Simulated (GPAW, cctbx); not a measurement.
# Reading charge transfer from structure factors

ScSiPb, P4/nmm (no. 129, origin choice 1), a = 4.1923 Å, b = 4.1923 Å, c = 8.0403 Å, α = 90.00°, β = 90.00°, γ = 90.00°.

| atom | mult. | x | y | z |
| --- | --- | --- | --- | --- |
| Pb1 | 2 | 1/2 | 1/2 | 0 |
| Sc1 | 2 | 0 | 1/2 | 0.3431 |
| Si1 | 2 | 0 | 1/2 | 0.6757 |

The cell comes from substitution in a known structure type and wasn't matched to any measured phase.

Absolute values of the static structure factors of the conventional cell from DFT (PBE, GPAW) against free spherical atoms, in electrons:

```
hkl  d (Å)  free atoms  crystal
001  8.040      126.42   126.20
002  4.020      124.00   123.92
101  3.717        8.61     8.37
110  2.964       91.35    91.32
102  2.902       12.82    12.62
111  2.781      168.75   168.71
003  2.680      191.31   191.25
112  2.386      160.35   160.08
103  2.258        8.45     8.35
200  2.096      178.93   178.53
```

**Question.** Which way does charge move, and which reflections show it best?

Project each element's phase sum on the total phase. |F| rises if density moves to atoms that scatter in phase and falls if it moves to atoms that scatter against it; the rule is for low angles, since changes of shape take over beyond. Where all elements are in phase the terms compete, and the compactness of the donor's and the acceptor's density matters too.

| hkl | Pb in phase | Sc in phase | Si in phase | change (e) | (%) |
| --- | --- | --- | --- | --- | --- |
| 001 | +2.0 | -1.1 | -0.9 | -0.22 | -0.2 |
| 002 | +2.0 | -0.8 | -1.2 | -0.07 | -0.1 |
| 101 | 0.0 | +1.7 | -1.8 | -0.23 | -2.7 |
| 110 | +2.0 | -2.0 | -2.0 | -0.03 | 0.0 |
| 102 | 0.0 | +1.8 | -1.6 | -0.20 | -1.6 |
| 111 | +2.0 | +1.1 | +0.9 | -0.04 | 0.0 |
| 003 | +2.0 | +2.0 | +2.0 | -0.05 | 0.0 |
| 112 | +2.0 | +0.8 | +1.2 | -0.27 | -0.2 |

Low-angle reflections that set elements apart and change by more than 0.05 e: 001, 002, 101 and 102 (110 hardly moves and tells little). The signs fit a gain of density on Si and a loss on Pb and Sc. The best witness is 101, -2.7 %, where Si enters with -1.8. The real-space density agrees: Voronoi charges Pb +0.07, Sc +0.18, Si -0.25 e. The shortest bond, Sc–Si, has Δρ = +0.06 e/Å³ at its midpoint.

[Outputs are excerpts: Python notices, other lines and further rows are left out; steps that failed or that the build refused (PBEsol, TPSS) are not shown.]

[Logs are printed without paths, hosts, clocks, repeated set-up lines and the standing remarks that a program may print on its own settings, such as how far it seeks lower states.]
